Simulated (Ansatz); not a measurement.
# G0W0 on several functionals: SiC (P6_3mc)

One-shot GW is not self-consistent; how far does the start matter for SiC (P6_3mc)?

Main program and level: Ansatz 0.2.0; G0W0 on several functionals, plane waves, PAW.

This is a report of a sequence of runs, with most program output left out.

In doubt: masses and optical values from hybrid runs of this build are listed as unsure (step 4), which bears on the screening that GW takes from such a start.

## (1) The structure

The structure is hexagonal, space group P6_3mc (No. 186). Conventional cell: a = 3.076 Å, b = 3.076 Å, c = 10.071 Å, α = 90.00°, β = 90.00°, γ = 120.00°. Si has 4 C at 1.88 to 1.89 Å nearest. Nearest to Si lie 4 C at 1.88 to 1.89 Å. Nearest to C lie 4 Si at 1.88 to 1.89 Å. Nearest to C lie 4 Si at 1.88 to 1.89 Å. Farther neighbours are not listed.

The cell and positions are those that the Materials Project relaxed with its own functionals (PBE, PBE+U or r2SCAN), kept fixed. The default PAW set here is soft_2. Its files were made with PBE.

## (2) G0W0 on LDA

G0W0 replaces the xc potential by the self-energy, built once from these orbitals. Only a window of levels is corrected, while the sums run over the empty bands that the input names.

This step: G0W0 on LDA, plane waves, PAW.

The input, input.yaml:

```yaml
crystal:
  lattice:
    - [3.0756941497, 0.0, 0.0]
    - [-1.5378470748, 2.6636292679, 0.0]
    - [0.0, 0.0, 10.07064648]
  atoms:
    - { symbol: Si, position: [0.66666667, 0.33333333, 0.93784198] }
    - { symbol: Si, position: [0.33333333, 0.66666667, 0.43784198] }
    - { symbol: Si, position: [0.0, 0.0, 0.68789438] }
    - { symbol: Si, position: [0.0, 0.0, 0.18789438] }
    - { symbol: C, position: [0.66666667, 0.33333333, 0.74980259] }
    - { symbol: C, position: [0.33333333, 0.66666667, 0.24980259] }
    - { symbol: C, position: [0.0, 0.0, 0.50046005] }
    - { symbol: C, position: [0.0, 0.0, 0.00046005] }
kpoints:
  mp_grid: { grid: [6, 6, 2] }
hamiltonian:
  xc: lda
scf:
  occupations: { method: fixed }
gw:
  n_empty_bands: 246
  ecut_chi: 120
  qp_bands: [v2, c2]
  qp_kpoints: band_edges
  screening: { model: contour_deformation }
```

The run is started by

```console
ansatz run input.yaml --threads 3 --pin off --max-ram 92160MiB --backend cuda --events-out ev --progress --plain --runs-dir out --devices 1 --max-vram 13GiB
```

Elapsed: 19 s, on 1 × NVIDIA H100 80GB HBM3 (shared by 6 runs) with 3 threads of AMD EPYC 7R13 (Zen 3), shared host; peak memory 1.3 GiB.

This step gave:

* bands summed: 262
* RPA ε∞ on this mesh (eigenvalues): 7.054, 7.153, 7.153
* plane waves in the screening matrix: 251
* q-points in the mesh: 72
* G0W0 gap on the mesh: 3.006 eV
* k of the valence top: 0, 0, 0
* k of the conduction bottom: 0, -0.5, 0
* starting gap on the mesh: 2.174 eV
* Z at the valence top: 0.7887
* Z at the conduction bottom: 0.8141
* least direct G0W0 gap on the computed points: 4.230 eV

The gap on the mesh goes from 2.17 eV to 3.01 eV, a correction of +0.83 eV. Between the two edge states, bare exchange in place of the xc potential would open the gap by 7.00 eV, and correlation takes back 6.17 eV.

## (3) G0W0 on PBE

One-shot GW remembers its start. Another functional's orbitals and levels show by how much.

This step: G0W0 on PBE, plane waves, PAW.

Changes to input.yaml since step 2:

```diff
@@ -17,3 +17,3 @@
 hamiltonian:
-  xc: lda
+  xc: pbe
 scf:
```

The job ended after 31 s (1 × NVIDIA H100 80GB HBM3 (shared by 6 runs) with 3 threads; peak memory 1.3 GiB; 20 s of CPU time).

Numbers from this step:

```yaml
bands_summed: 262
rpa_eps_infinity_on_this_mesh_eigenvalues: 6.941, 7.021, 7.021
plane_waves_in_the_screening_matrix: 251
q_points_in_the_mesh: 72
g0w0_gap_on_the_mesh: 3.009 eV
k_of_the_valence_top: 0, 0, 0
k_of_the_conduction_bottom: 0, -0.5, 0
starting_gap_on_the_mesh: 2.224 eV
z_at_the_valence_top: 0.7902
z_at_the_conduction_bottom: 0.8154
least_direct_g0w0_gap_on_the_computed_points: 4.234 eV
```

Against the run with 6×6×2 mesh, 246 empty bands, screening to 120 eV on LDA, the gap moves by +0.002 eV, while the start moved by +0.05 eV.

## (4) G0W0 on HSE06

This step: G0W0 on HSE06, plane waves, PAW.

Changes to input.yaml since step 3:

```diff
@@ -17,3 +17,3 @@
 hamiltonian:
-  xc: pbe
+  xc: hse06
 scf:
```

The job ended after 51 s (1 × NVIDIA H100 80GB HBM3 (shared by 6 runs) with 3 threads; peak memory 1.6 GiB).

This step gave:

| Property | Result |
| --- | --- |
| bands summed | 262 |
| RPA ε∞ on this mesh (eigenvalues) | 5.720, 5.749, 5.749 |
| plane waves in the screening matrix | 251 |
| G0W0 gap on the mesh | 3.399 eV |
| k of the valence top | 0, 0, 0 |
| k of the conduction bottom | 0, -0.5, 0 |
| starting gap on the mesh | 3.141 eV |
| least direct G0W0 gap on the computed points | 4.659 eV |

Against the run with 6×6×2 mesh, 246 empty bands, screening to 120 eV on PBE, the gap moves by +0.39 eV, while the start moved by +0.92 eV.

## (5) Side by side

All on the 6×6×2 mesh with 246 empty bands and screening to 120 eV. Times are wall times on 1 × NVIDIA H100 80GB HBM3 (shared by 6 runs) with 3 threads of AMD EPYC 7R13 (Zen 3), shared host. The host was busy with other work, so they are no guide to cost.

```csv
start,starting gap (eV),shift (eV),G0W0 gap (eV),RPA ε∞ (harmonic mean),"Z (valence, conduction)",time
LDA,2.17,+0.83,3.01,7.12,"0.79, 0.81",19 s
PBE,2.22,+0.78,3.01,6.99,"0.79, 0.82",31 s
HSE06,3.14,+0.26,3.40,5.74,"0.81, 0.84",51 s
```

How the two edges are built up, in eV (the quasiparticle level is the starting level plus Σx plus Σc less Vxc):

```csv
run,edge,start,Σx,Σc,Vxc,Z,QP
LDA,valence top,9.35,-18.34,2.06,-15.97,0.79,9.04
LDA,conduction bottom,11.53,-7.48,-4.10,-12.10,0.81,12.05
PBE,valence top,9.59,-18.36,2.12,-15.77,0.79,9.12
PBE,conduction bottom,11.82,-7.43,-4.05,-11.79,0.82,12.13
HSE06,valence top,8.99,-18.42,2.00,-16.34,0.81,8.91
HSE06,conduction bottom,12.13,-7.19,-3.95,-11.31,0.84,12.31
```

For a hybrid start, Vxc holds its share of exact exchange.

## (6) Outcome

```
G0W0@LDA     : 3.01 eV (start 2.17 eV)
G0W0@PBE     : 3.01 eV (start 2.22 eV)
G0W0@HSE06   : 3.40 eV (start 3.14 eV)
known limits : not at the basis limit
```

What this shows: The starting gaps span 0.97 eV and the G0W0 gaps 0.39 eV. Between LDA and HSE06, 0.39 eV of the 0.97 eV survives, 41 %. HSE06 screens less than LDA (ε∞ 5.74 against 7.12). Of the 0.39 eV by which its G0W0 gap is higher, the correlation part gives +0.22 eV, and exchange with the one-particle terms, which follow the orbitals, +0.17 eV. The smallest correction, +0.26 eV, is on HSE06, the start nearest to reproducing itself. Bands and cutoff are finite, so the gap is not at the basis limit. The miss can reach some tenths of an eV and take either sign; the mesh is an error of its own.

[Paths, hosts, dates, memory and timing lines, banners, echoed tables and standing remarks are left out of the program output.]

[Logs are printed without paths, hosts, clocks, repeated set-up lines and the standing remarks that a program may print on its own settings, such as how far it seeks lower states.]

[Runs of the session that timed out or met a known fault of the program may be left out.]

[Cells called generated may have been cut or substituted from an entry of the Crystallography Open Database or the Materials Project.]

[Hosts, paths, dates, database ids (printed as entryN), source tags and the programs' standing remarks are cut or masked in the printed files.]
